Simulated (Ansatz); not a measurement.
### A low-energy model for NbTe2 (P-3m1): bands, U and J

The structure is trigonal, space group P-3m1 (No. 164). Conventional cell: a = 3.720 Å, b = 3.720 Å, c = 7.148 Å, α = 90.00°, β = 90.00°, γ = 120.00°. Nb has 6 Te at 2.81 Å nearest. Nearest to Te lie 3 Nb at 2.81 Å. Farther neighbours and most contacts between anions are not listed.

```
Nb Te
1.0
    -2.63077    0.00000   -2.63077
     2.63077   -2.63077    0.00000
    -4.12705   -4.12705    4.12705
Nb Te
1 2
Direct
  0.00000 0.00000 0.00000
  0.66667 0.33333 0.74563
  0.33333 0.66667 0.25437
```

```yaml
method: DFT, LDA, plane waves, PAW (and 1 further level or step)
program: Ansatz 0.2.0
settings_of_one_run: cutoff 420 eV, 12×12×4 k-mesh, smearing width 0.08 eV, default PAW, coordination {"Nb": "octahedral"}, magnetic state non-magnetic by constraint, PAW set soft 2
cost: 2 runs, 15 min in all on 4 threads of Arm Neoverse V1, shared host (the runs of this entry)
notes: The cell and positions are those that the Materials Project relaxed with its own functionals (PBE, PBE+U or r2SCAN), kept fixed. Limits: no spin-orbit coupling. The bands cross the Fermi level under this constraint, which need not be the crystal’s state: magnetic order, correlation or a lattice distortion may open a gap.
nb_t2g_anion_p: U 3.02 eV, U′ 2.32 eV, J 0.33 eV, bare V 11.7 eV
method: constrained RPA on non-magnetic LDA, 6×6×2 mesh, static
```

For Nb t2g + anion p, screening cuts the on-site interaction from 11.75 eV to 3.02 eV (26 %), while J goes only from 0.45 eV to 0.33 eV: the monopole is screened far more than the multipoles. U − 2J differs from U′ by +0.03 eV, so the Kanamori relation holds well.

[Paths, hosts, dates, memory and timing lines, banners, echoed tables and standing remarks are left out of the program output.]

[Logs are printed without paths, hosts, clocks, repeated set-up lines and the standing remarks that a program may print on its own settings, such as how far it seeks lower states.]

[Runs of the session that timed out or met a known fault of the program may be left out.]

[Hosts, paths, dates, database ids (printed as entryN), source tags and the programs' standing remarks are cut or masked in the printed files.]
